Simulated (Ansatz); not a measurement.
# A vacancy of Be at several sites of Be(10-11) slab (100 atoms), part 2 of 2

At which site of Be(10-11) slab (100 atoms) does a vacancy of Be cost least, and what about the site decides it?

Ansatz 0.2.0; Kohn-Sham DFT, PBEsol, PAW (set soft_2), plane waves.

The cell: 100 Be. 30 of the 100 atoms are held fixed where they were built.

So far. Step 2 (Single point at the start): The r.m.s. force at the start is 0.24 eV/Å. Step 3 (Relaxation): The relaxation converged after 10 steps, 2.87 eV below its start, with a largest force component of 0.034 eV/Å on the free atoms.

## Step 5: Vacancy of Be, site Be30

The site has 8 bonded neighbours (Be8) at 2.25 Å on average. The change is made in the relaxed cell and the free atoms are relaxed again.

input.yaml reads:

```yaml
crystal:
  lattice:
    - [11.43, 0.0, 0.0]
    - [-2.286, 8.18887, 0.0]
    - [0.0, 0.0, 20.37582]
  atoms:
    [... atom lines 1 to 26 left out ...]
    - { symbol: Be, position: [0.42976, 0.15477, 0.55266] }
    - { symbol: Be, position: [0.36785, 0.34614, 0.59898] }
    - { symbol: Be, position: [0.30644, 0.04042, 0.64043] }
    - { symbol: Be, position: [0.60248, 0.00595, 0.29318] }
    - { symbol: Be, position: [0.52776, 0.1573, 0.36604] }
    - { symbol: Be, position: [0.67767, 0.38439, 0.37913] }
    - { symbol: Be, position: [0.60893, 0.04887, 0.44347] }
    [... atom lines 34 to 99 left out ...]
kpoints:
  mp_grid: { grid: [2, 2, 1] }
hamiltonian:
  xc: pbesol
scf:
  occupations: { method: fermi_dirac, width: 0.1 }
output:
  forces: true
  eigenvalues: true
relax:
  f_tol: 0.05
  max_steps: 90
  constraints:
    - { sites: [0, 1, 2, 10, 11, 12, 20, 21, 22, 29, 30, 31, 39, 40, 41, 49, 50, 51, 59, 60, 61, 69, 70, 71, 79, 80, 81, 89, 90, 91], fix: xyz }
```

On the command line:

```sh
$ ansatz run input.yaml --threads 8 --pin off --max-ram 15872MiB --backend cpu --events-out ev --progress --plain --runs-dir out
```

Numbers of over 12 decimals in the logs are rounded to 6 here.

The program printed:

```text
[...]
Crystal: 99 atoms, lattice volume = 1907.152 Å³
Basis set: ecut = 420 eV, 37281 PW (Γ), exchange–correlation on 160×120×288 points (8 copies of the dense FFT grid, shifted against one another)
Bands: 198, of which v1, the nominal top of the filled ones, is band 99 counted from 1 (98 counted from 0)
Symmetry: 1 space group operations
[...]
k-points: 4
[...]
SCF iter   1: F=—  HF=-8908.686034 eV  |F-HF|=—  |Δ(HF+E_count)|=         —  Δρ=3.37e-3  dr2=2.72e0  ethr=1.77e-3  ⟨swp⟩=11.0  Hψ=6421  notcnv=0  defer=209
[...]
SCF iter   6: F=-8908.502934 eV  HF=-8908.502933 eV  |F-HF|=7.00e-7  |Δ(HF+E_count)|=   1.32e-5  Δρ=1.20e-5  dr2=7.91e-6  ethr=3.16e-8  ⟨swp⟩=25.2  Hψ=7033  notcnv=0
SCF 1 converged in 6 iterations: F = -8908.502934 eV  dr2 = 7.91e-6
[...]
relax step   1: F+E_penalty+E_count = -8908.50293358 eV  Δ(F+E_penalty+E_count) = +0.000e0 eV  max|allowed force component| = 6.429e-1 eV/Å  Δτ_max = 0.0000 Å  (6 SCF iters, dr2 threshold 6.25e-5 eV, accepted)
[...]
relax step   2: F+E_penalty+E_count = -8908.77505862 eV  Δ(F+E_penalty+E_count) = -2.721e-1 eV  max|allowed force component| = 3.775e-1 eV/Å  Δτ_max = 0.0893 Å  (5 SCF iters, dr2 threshold 2.58e-5 eV, accepted)
[...]
relax step   3: F+E_penalty+E_count = -8909.01239123 eV  Δ(F+E_penalty+E_count) = -2.373e-1 eV  max|allowed force component| = 3.318e-1 eV/Å  Δτ_max = 0.1949 Å  (6 SCF iters, dr2 threshold 8.91e-6 eV, accepted)
relax step   4: F+E_penalty+E_count = -8908.94426220 eV  Δ(F+E_penalty+E_count) = +6.813e-2 eV  max|allowed force component| = 3.422e-1 eV/Å  Δτ_max = 0.2000 Å  (6 SCF iters, dr2 threshold 3.80e-5 eV, rejected (line search))
relax step   5: F+E_penalty+E_count = -8909.10005246 eV  Δ(F+E_penalty+E_count) = -8.766e-2 eV  max|allowed force component| = 5.897e-2 eV/Å  Δτ_max = 0.0827 Å  (8 SCF iters, accepted)
relax step   6: F+E_penalty+E_count = -8909.11347920 eV  Δ(F+E_penalty+E_count) = -1.343e-2 eV  max|allowed force component| = 5.504e-2 eV/Å  Δτ_max = 0.1000 Å  (7 SCF iters, accepted)
[...]
relax step   7: F+E_penalty+E_count = -8909.11816975 eV  Δ(F+E_penalty+E_count) = -4.691e-3 eV  max|allowed force component| = 3.001e-2 eV/Å  Δτ_max = 0.0299 Å  (6 SCF iters, accepted)
SCF converged after 6 iterations
Free energy (F): -8909.118170 eV
[...]
Internal energy: -8908.490543 eV  (E = F + TS)
E sigma→0 (E₀):  -8908.804356 eV
Entropy (-TS):   -0.627627 eV (-6.340 meV/atom)
Fermi energy:    0.644461 eV
[...]
--- Forces (eV/Å), atoms counted from 1 ---
  atom   1  Be    -0.32987469    -0.16759976     0.75880272
  atom   2  Be    -0.01314683    -0.04777632    -0.65549224
  atom   3  Be     0.27033636    -0.22771065     0.09855035
  atom   4  Be     0.00056671     0.00667196    -0.01117559
  atom   5  Be    -0.00059923    -0.00584882    -0.00019439
  atom   6  Be     0.00115440     0.00135147     0.00305407
  atom   7  Be     0.00574082    -0.00587059     0.00420986
  atom   8  Be     0.00733140     0.00183467     0.00765222
  atom   9  Be    -0.00145461    -0.00376146    -0.00096234
  atom  10  Be     0.00026458     0.01339345     0.01061083
  atom  11  Be     0.21754427    -0.18774080     0.71678517
  atom  12  Be    -0.05179044     0.34915742    -0.67914837
  atom  13  Be     0.13101355    -0.01678369     0.00645183
  atom  14  Be    -0.00148878     0.00254808    -0.01303028
[...]
atom  98  Be    -0.00522305     0.00245518     0.00568782
  atom  99  Be     0.00151222    -0.01134827    -0.00853675
  max |Σ_I F_I| component: 1.33e-4 eV/Å
--- Band table (eV) ---
[...]
--- Relaxed structure (7 steps of the walk, 6 accepted, 0 SCFs on fresh bases) ---
  F+E_penalty+E_count = -8909.11816975 eV   max|allowed force component| = 3.001e-2 eV/Å
  atoms:
    - { symbol: Be, position: [0.00284, 0.99851, 0.294720] }
    - { symbol: Be, position: [0.932140, 0.15807, 0.365230] }
    - { symbol: Be, position: [0.074560, 0.3849, 0.377640] }
    - { symbol: Be, position: [0.00968578, 0.048437, 0.443100] }
[...]
- { symbol: Be, position: [0.846944, 0.742364, 0.671089] }
```

Run time: 2.2 min. Hardware: 8 threads of Arm Neoverse V2, shared host; peak memory 8.4 GiB.

The relaxation converged after 7 steps, 0.615 eV below its start, with a largest force component of 0.030 eV/Å on the free atoms.

The surroundings of the place of the removed atom, after relaxation: 13 atoms, nearest first, with positions taken from that point. Atoms keep their numbers of the cell before the removal, where the removed atom was number 30.

```tsv
atom	x	y	z	distance (Å)	bonds	Fx	Fy	Fz (eV/Å)
Be38	1.06	0.66	-1.23	1.75	10	-0.006	0.008	-0.008
Be28	-1.11	0.71	-1.27	1.82	10	0.007	0.009	-0.002
Be39	1.17	-1.59	-0.81	2.14	10	-0.009	-0.013	-0.011
Be29	-1.18	-1.58	-0.84	2.14	10	0.010	-0.012	-0.012
Be20	-2.51	-0.03	-0.02	2.51	7	-0.030	0.004	-0.006
Be40	2.51	-0.04	-0.01	2.51	7	0.018	0.006	-0.005
Be27	0.00	-0.69	-2.52	2.62	12	0.005	-0.018	-0.001
Be89	-0.01	2.55	-0.77	2.66	10	0.002	0.001	0.009
Be26	0.00	1.55	-2.92	3.31	12	-0.003	0.001	-0.007
Be99	2.24	2.39	-0.61	3.33	11	-0.005	0.002	0.006
Be79	-2.25	2.45	-0.59	3.38	11	0.006	-0.003	-0.001
Be17	-2.29	-0.62	-2.47	3.42	13	0.007	-0.002	0.021
Be37	2.28	-0.66	-2.47	3.43	13	-0.007	-0.009	0.017
```

The column of bonds counts only the pairs Be-Be within 2.68 Å; other neighbours, such as metal atoms beside each other in a compound, aren't counted, and periodic images can show an atom twice.

Atoms held fixed keep their forces.

The largest move is 0.34 Å, by Be38.

## Step 6: Vacancy of Be, site Be75

The site has 13 bonded neighbours (Be13) at 2.30 Å on average. 

input.yaml reads:

```yaml
crystal:
  lattice:
    - [11.43, 0.0, 0.0]
    - [-2.286, 8.18887, 0.0]
    - [0.0, 0.0, 20.37582]
  atoms:
    [... atom lines 1 to 71 left out ...]
    - { symbol: Be, position: [0.32607, 0.65072, 0.36578] }
    - { symbol: Be, position: [0.47746, 0.88986, 0.37978] }
    - { symbol: Be, position: [0.40775, 0.54733, 0.4433] }
    - { symbol: Be, position: [0.48776, 0.94493, 0.52118] }
    - { symbol: Be, position: [0.42943, 0.65415, 0.55227] }
    - { symbol: Be, position: [0.3677, 0.8458, 0.59832] }
    - { symbol: Be, position: [0.30675, 0.54087, 0.64111] }
    [... atom lines 79 to 99 left out ...]
kpoints:
  mp_grid: { grid: [2, 2, 1] }
hamiltonian:
  xc: pbesol
scf:
  occupations: { method: fermi_dirac, width: 0.1 }
output:
  forces: true
  eigenvalues: true
relax:
  f_tol: 0.05
  max_steps: 90
  constraints:
    - { sites: [0, 1, 2, 10, 11, 12, 20, 21, 22, 30, 31, 32, 40, 41, 42, 50, 51, 52, 60, 61, 62, 70, 71, 72, 79, 80, 81, 89, 90, 91], fix: xyz }
```

The program printed:

```text
[...]
Crystal: 99 atoms, lattice volume = 1907.152 Å³
Basis set: ecut = 420 eV, 37281 PW (Γ), exchange–correlation on 160×120×288 points (8 copies of the dense FFT grid, shifted against one another)
Bands: 198, of which v1, the nominal top of the filled ones, is band 99 counted from 1 (98 counted from 0)
Symmetry: 1 space group operations
[...]
k-points: 4
[...]
SCF iter   1: F=—  HF=-8908.459315 eV  |F-HF|=—  |Δ(HF+E_count)|=         —  Δρ=3.61e-3  dr2=4.50e0  ethr=1.77e-3  ⟨swp⟩=10.5  Hψ=6142  notcnv=0  defer=227
[...]
SCF iter   5: F=—  HF=-8908.201622 eV  |F-HF|=—  |Δ(HF+E_count)|=   1.54e-4  Δρ=4.25e-5  dr2=1.17e-4  ethr=4.69e-7  ⟨swp⟩=2.0  Hψ=873  notcnv=0  defer=243
SCF iter   6: F=-8908.201640 eV  HF=-8908.201640 eV  |F-HF|=2.52e-8  |Δ(HF+E_count)|=   1.77e-5  Δρ=1.30e-5  dr2=9.07e-6  ethr=3.16e-8  ⟨swp⟩=26.2  Hψ=7441  notcnv=0
SCF 1 converged in 6 iterations: F = -8908.201640 eV  dr2 = 9.07e-6
[...]
relax step   1: F+E_penalty+E_count = -8908.20163959 eV  Δ(F+E_penalty+E_count) = +0.000e0 eV  max|allowed force component| = 2.845e-1 eV/Å  Δτ_max = 0.0000 Å  (6 SCF iters, dr2 threshold 6.25e-5 eV, accepted)
[...]
relax step   2: F+E_penalty+E_count = -8908.25783924 eV  Δ(F+E_penalty+E_count) = -5.620e-2 eV  max|allowed force component| = 1.394e-1 eV/Å  Δτ_max = 0.0365 Å  (5 SCF iters, dr2 threshold 5.06e-6 eV, accepted)
[...]
relax step   3: F+E_penalty+E_count = -8908.24318938 eV  Δ(F+E_penalty+E_count) = +1.465e-2 eV  max|allowed force component| = 2.746e-1 eV/Å  Δτ_max = 0.2000 Å  (8 SCF iters, rejected (line search))
relax step   4: F+E_penalty+E_count = -8908.31259912 eV  Δ(F+E_penalty+E_count) = -5.476e-2 eV  max|allowed force component| = 4.721e-2 eV/Å  Δτ_max = 0.0965 Å  (7 SCF iters, accepted)
relax step   5: F+E_penalty+E_count = -8908.33552286 eV  Δ(F+E_penalty+E_count) = -2.292e-2 eV  max|allowed force component| = 1.129e-1 eV/Å  Δτ_max = 0.0938 Å  (8 SCF iters, accepted)
relax step   6: F+E_penalty+E_count = -8908.36670245 eV  Δ(F+E_penalty+E_count) = -3.118e-2 eV  max|allowed force component| = 1.553e-1 eV/Å  Δτ_max = 0.1500 Å  (9 SCF iters, accepted)
relax step   7: F+E_penalty+E_count = -8908.38883271 eV  Δ(F+E_penalty+E_count) = -2.213e-2 eV  max|allowed force component| = 8.104e-2 eV/Å  Δτ_max = 0.0538 Å  (5 SCF iters, dr2 threshold 2.41e-5 eV, accepted)
relax step   8: F+E_penalty+E_count = -8908.40091553 eV  Δ(F+E_penalty+E_count) = -1.208e-2 eV  max|allowed force component| = 6.254e-2 eV/Å  Δτ_max = 0.0460 Å  (8 SCF iters, accepted)
relax step   9: F+E_penalty+E_count = -8908.40020819 eV  Δ(F+E_penalty+E_count) = +7.073e-4 eV  max|allowed force component| = 7.072e-2 eV/Å  Δτ_max = 0.0389 Å  (7 SCF iters, rejected (line search))
[...]
relax step  10: F+E_penalty+E_count = -8908.40546147 eV  Δ(F+E_penalty+E_count) = -4.546e-3 eV  max|allowed force component| = 1.742e-2 eV/Å  Δτ_max = 0.0188 Å  (6 SCF iters, accepted)
SCF converged after 6 iterations
Free energy (F): -8908.405461 eV
[...]
Internal energy: -8907.770669 eV  (E = F + TS)
E sigma→0 (E₀):  -8908.088065 eV
Entropy (-TS):   -0.634792 eV (-6.412 meV/atom)
Fermi energy:    0.598845 eV
[...]
Σ components = -8908.405461   (vs F -8908.405461, Δ=0.00e0)
--- Forces (eV/Å), atoms counted from 1 ---
  atom   1  Be    -0.27704501    -0.10763817     0.71806031
  atom   2  Be    -0.00395092     0.09694009    -0.59897936
  atom   3  Be     0.19138304    -0.40036211     0.07417573
  atom   4  Be     0.00091272     0.00089069     0.00150689
[...]
atom  99  Be     0.00484054     0.01153433    -0.00048153
  max |Σ_I F_I| component: 8.67e-5 eV/Å
--- Band table (eV) ---
[...]
--- Relaxed structure (10 steps of the walk, 8 accepted, 0 SCFs on fresh bases) ---
  F+E_penalty+E_count = -8908.40546147 eV   max|allowed force component| = 1.742e-2 eV/Å
  atoms:
    - { symbol: Be, position: [0.00284, 0.99851, 0.294720] }
    - { symbol: Be, position: [0.932140, 0.15807, 0.365230] }
    - { symbol: Be, position: [0.074560, 0.3849, 0.377640] }
    - { symbol: Be, position: [0.00988772, 0.050961, 0.443576] }
[...]
- { symbol: Be, position: [0.845419, 0.738921, 0.667134] }
```

It took 3.2 min on 8 threads; peak memory 8.4 GiB; 25 min of CPU time.

The relaxation converged after 10 steps, 0.204 eV below its start, with a largest force component of 0.017 eV/Å on the free atoms.

## Step 7: Vacancy of Be, site Be17

The site has 14 bonded neighbours (Be14) at 2.32 Å on average. 

input.yaml reads:

```yaml
crystal:
  lattice:
    - [11.43, 0.0, 0.0]
    - [-2.286, 8.18887, 0.0]
    - [0.0, 0.0, 20.37582]
  atoms:
    [... atom lines 1 to 13 left out ...]
    - { symbol: Be, position: [0.2097, 0.04741, 0.44317] }
    - { symbol: Be, position: [0.15204, 0.26735, 0.467] }
    - { symbol: Be, position: [0.28731, 0.44325, 0.52186] }
    - { symbol: Be, position: [0.16766, 0.34626, 0.59931] }
    - { symbol: Be, position: [0.10641, 0.04055, 0.64014] }
    - { symbol: Be, position: [0.24708, 0.24278, 0.67258] }
    - { symbol: Be, position: [0.40365, 0.00502, 0.29277] }
    [... atom lines 21 to 99 left out ...]
kpoints:
  mp_grid: { grid: [2, 2, 1] }
hamiltonian:
  xc: pbesol
scf:
  occupations: { method: fermi_dirac, width: 0.1 }
output:
  forces: true
  eigenvalues: true
relax:
  f_tol: 0.05
  max_steps: 90
  constraints:
    - { sites: [0, 1, 2, 10, 11, 12, 19, 20, 21, 29, 30, 31, 39, 40, 41, 49, 50, 51, 59, 60, 61, 69, 70, 71, 79, 80, 81, 89, 90, 91], fix: xyz }
```

The program printed:

```text
[...]
Crystal: 99 atoms, lattice volume = 1907.152 Å³
Basis set: ecut = 420 eV, 37281 PW (Γ), exchange–correlation on 160×120×288 points (8 copies of the dense FFT grid, shifted against one another)
Bands: 198, of which v1, the nominal top of the filled ones, is band 99 counted from 1 (98 counted from 0)
Symmetry: 1 space group operations
[...]
k-points: 4
[...]
SCF iter   1: F=—  HF=-8908.380462 eV  |F-HF|=—  |Δ(HF+E_count)|=         —  Δρ=3.64e-3  dr2=5.00e0  ethr=1.77e-3  ⟨swp⟩=10.8  Hψ=6195  notcnv=0  defer=222
[...]
SCF iter   5: F=—  HF=-8908.114623 eV  |F-HF|=—  |Δ(HF+E_count)|=   1.39e-4  Δρ=3.71e-5  dr2=8.61e-5  ethr=4.25e-7  ⟨swp⟩=2.0  Hψ=860  notcnv=0  defer=238
SCF iter   6: F=-8908.114648 eV  HF=-8908.114649 eV  |F-HF|=8.07e-7  |Δ(HF+E_count)|=   2.57e-5  Δρ=1.18e-5  dr2=8.15e-6  ethr=3.16e-8  ⟨swp⟩=26.8  Hψ=7076  notcnv=0
SCF 1 converged in 6 iterations: F = -8908.114648 eV  dr2 = 8.15e-6
[...]
relax step   1: F+E_penalty+E_count = -8908.11464791 eV  Δ(F+E_penalty+E_count) = +0.000e0 eV  max|allowed force component| = 2.806e-1 eV/Å  Δτ_max = 0.0000 Å  (6 SCF iters, dr2 threshold 6.25e-5 eV, accepted)
[...]
relax step   2: F+E_penalty+E_count = -8908.22057018 eV  Δ(F+E_penalty+E_count) = -1.059e-1 eV  max|allowed force component| = 1.718e-1 eV/Å  Δτ_max = 0.0366 Å  (6 SCF iters, dr2 threshold 4.92e-6 eV, accepted)
[...]
relax step   3: F+E_penalty+E_count = -8908.30317088 eV  Δ(F+E_penalty+E_count) = -8.260e-2 eV  max|allowed force component| = 1.169e-1 eV/Å  Δτ_max = 0.0851 Å  (8 SCF iters, accepted)
relax step   4: F+E_penalty+E_count = -8908.33962921 eV  Δ(F+E_penalty+E_count) = -3.646e-2 eV  max|allowed force component| = 1.602e-1 eV/Å  Δτ_max = 0.1023 Å  (8 SCF iters, dr2 threshold 5.13e-6 eV, accepted)
relax step   5: F+E_penalty+E_count = -8908.36075990 eV  Δ(F+E_penalty+E_count) = -2.113e-2 eV  max|allowed force component| = 4.018e-2 eV/Å  Δτ_max = 0.0315 Å  (5 SCF iters, dr2 threshold 1.19e-5 eV, accepted)
[...]
relax step   6: F+E_penalty+E_count = -8908.36076054 eV  Δ(F+E_penalty+E_count) = -6.379e-7 eV  max|allowed force component| = 4.010e-2 eV/Å  Δτ_max = 0.0000 Å  (3 SCF iters, accepted)
SCF converged after 3 iterations
Free energy (F): -8908.360761 eV
[...]
Internal energy: -8907.716304 eV  (E = F + TS)
E sigma→0 (E₀):  -8908.038532 eV
Entropy (-TS):   -0.644456 eV (-6.510 meV/atom)
Fermi energy:    0.616039 eV
[...]
Σ components = -8908.360761   (vs F -8908.360761, Δ=0.00e0)
--- Forces (eV/Å), atoms counted from 1 ---
  atom   1  Be    -0.35415775    -0.14242727     0.71489787
  atom   2  Be     0.03186800     0.03776788    -0.63862370
  atom   3  Be     0.17368689    -0.23796888     0.21945000
  atom   4  Be     0.01283895     0.00738301     0.00351593
[...]
atom  99  Be    -0.00159580    -0.01164044     0.00038955
  max |Σ_I F_I| component: 1.28e-4 eV/Å
--- Band table (eV) ---
[...]
--- Relaxed structure (6 steps of the walk, 6 accepted, 0 SCFs on fresh bases) ---
  F+E_penalty+E_count = -8908.36076054 eV   max|allowed force component| = 4.010e-2 eV/Å
  atoms:
    - { symbol: Be, position: [0.00284, 0.99851, 0.294720] }
    - { symbol: Be, position: [0.932140, 0.15807, 0.365230] }
    - { symbol: Be, position: [0.074560, 0.3849, 0.377640] }
    - { symbol: Be, position: [0.00916495, 0.048460, 0.443399] }
[...]
- { symbol: Be, position: [0.850840, 0.744939, 0.669462] }
```

Elapsed: 1.9 min, on 8 threads; peak memory 8.4 GiB.

The relaxation converged after 6 steps, 0.246 eV below its start, with a largest force component of 0.040 eV/Å on the free atoms.

The surroundings of the place of the removed atom, after relaxation: 12 atoms, nearest first, with positions taken from that point. Atoms keep their numbers of the cell before the removal, where the removed atom was number 17.

```tsv
atom	x	y	z	distance (Å)	bonds	Fx	Fy	Fz (eV/Å)
Be28	1.09	1.37	0.86	1.95	11	0.02	0.03	-0.01
Be18	-1.09	1.37	0.87	1.96	11	0.00	0.04	0.00
Be56	-1.09	-1.53	-0.63	1.98	12	0.02	0.00	-0.01
Be66	1.10	-1.58	-0.64	2.03	12	-0.01	0.02	-0.02
Be15	-1.11	0.83	-1.61	2.13	13	-0.01	0.00	0.01
Be25	1.12	0.85	-1.62	2.14	13	0.01	0.00	0.01
Be29	1.09	-0.87	1.67	2.17	10	0.03	-0.02	0.03
Be19	-1.12	-0.90	1.65	2.19	10	-0.03	-0.01	0.01
Be27	2.39	-0.07	0.03	2.40	13	0.01	0.01	0.00
Be7	-2.41	0.00	-0.01	2.41	13	0.00	0.01	0.00
Be14	0.02	-0.90	-2.29	2.47	11	0.00	0.00	0.00
Be16	0.00	2.40	-0.61	2.47	11	0.00	0.00	-0.01
```

The column of bonds counts only the pairs Be-Be within 2.83 Å; other neighbours, such as metal atoms beside each other in a compound, aren't counted, and periodic images can show an atom twice.

Atoms held fixed keep their forces.

The largest move is 0.21 Å, by Be18.

## Step 8: Vacancy of Be, site Be19

The site has 11 bonded neighbours (Be11) at 2.31 Å on average. 

Input and log are left out; they have the form of those shown for this kind of step.

Run time: 1.8 min. Hardware: 8 threads of Arm Neoverse V2, shared host; peak memory 8.3 GiB.

The relaxation converged after 6 steps, 0.273 eV below its start, with a largest force component of 0.038 eV/Å on the free atoms.

The surroundings of the place of the removed atom, after relaxation: 11 atoms, nearest first, with positions taken from that point. Atoms keep their numbers of the cell before the removal, where the removed atom was number 19.

```tsv
atom	x	y	z	distance (Å)	bonds	Fx	Fy	Fz (eV/Å)
Be68	1.08	-1.38	-0.78	1.92	10	-0.011	-0.008	-0.004
Be58	-1.09	-1.37	-0.80	1.92	10	-0.002	-0.026	-0.003
Be20	1.11	1.47	0.72	1.98	6	-0.017	0.001	0.008
Be10	-1.11	1.49	0.72	1.99	7	0.002	0.016	0.008
Be7	-1.10	0.84	-1.72	2.21	13	0.004	0.012	0.002
Be17	1.13	0.88	-1.74	2.26	13	0.005	-0.003	0.011
Be9	-2.43	-0.01	0.03	2.43	10	0.004	0.004	-0.007
Be29	2.44	-0.03	0.03	2.44	10	-0.012	0.009	-0.016
Be18	0.00	2.43	-0.72	2.53	10	0.005	-0.007	0.005
Be60	-0.01	-2.47	0.59	2.54	7	-0.004	-0.011	0.006
Be56	0.02	-0.83	-2.49	2.62	11	0.000	-0.009	-0.010
```

The column of bonds counts only the pairs Be-Be within 2.73 Å; other neighbours, such as metal atoms beside each other in a compound, aren't counted, and periodic images can show an atom twice.

Atoms held fixed keep their forces.

The largest move is 0.25 Å, by Be58.

## Step 9: Vacancy of Be, site Be4

The site has 12 bonded neighbours (Be12) at 2.22 Å on average. 

Input and log are left out; they have the form of those shown for this kind of step.

The job ended after 2.9 min (8 threads of Arm Neoverse V2, shared host; peak memory 8.3 GiB).

The relaxation converged after 8 steps, 0.482 eV below its start, with a largest force component of 0.045 eV/Å on the free atoms.

## Step 10: Vacancy of Be, site Be90

The site has 8 bonded neighbours (Be8) at 2.25 Å on average. 

Input and log are left out; they have the form of those shown for this kind of step.

It took 2.7 min on 8 threads of Arm Neoverse V2, shared host; peak memory 8.3 GiB.

The relaxation converged after 7 steps, 0.621 eV below its start, with a largest force component of 0.021 eV/Å on the free atoms.

## Step 11: The sites compared

All these cells hold the same atoms, so their energies can be compared with no chemical potential.

```tsv
site	neighbours	mean distance (Å)	atoms within 6 Å	energy over the best site (eV)	before relaxation (eV)	gain on relaxing (eV)
Be30	Be8	2.25	68	0.00	0.00	0.62
Be90	Be8	2.25	69	0.01	0.01	0.62
Be4	Be12	2.22	101	0.44	0.31	0.48
Be75	Be13	2.30	99	0.71	0.30	0.20
Be17	Be14	2.32	96	0.76	0.39	0.25
Be19	Be11	2.31	76	1.01	0.66	0.27
```

Neighbours are those of the relaxed host within 2.83 Å (Be-Be); other pairs aren't counted.

## Step 12: Findings

The cheapest site is Be30 (8 neighbours, Be8); the dearest, Be19 (11 neighbours, Be11), costs 1.0 eV more. Be90 lies within 0.02 eV of the cheapest, a tie at this tolerance. By coordination the energies over the best site are 0.00 to 0.01 eV with 8 neighbours, 1.01 eV with 11 neighbours, 0.44 eV with 12 neighbours, 0.71 eV with 13 neighbours and 0.76 eV with 14 neighbours. Relaxation gains 0.20 to 0.62 eV and leaves the best site the same.

Caveats: Defects are neutral and interact with their images. Held atoms near a site can't respond, which biases energies and gains. Only 6 of the 100 Be sites were tried, so a cheaper one may exist. 30 atoms were held in place, and force statistics include the forces on them.

The DFT runs together took 17 min of wall time.

[Logs are printed without paths, hosts, clocks, repeated set-up lines and the standing remarks that a program may print on its own settings, such as how far it seeks lower states.]

[Hosts, paths, dates, database ids (printed as entryN), source tags and the programs' standing remarks are cut or masked in the printed files.]
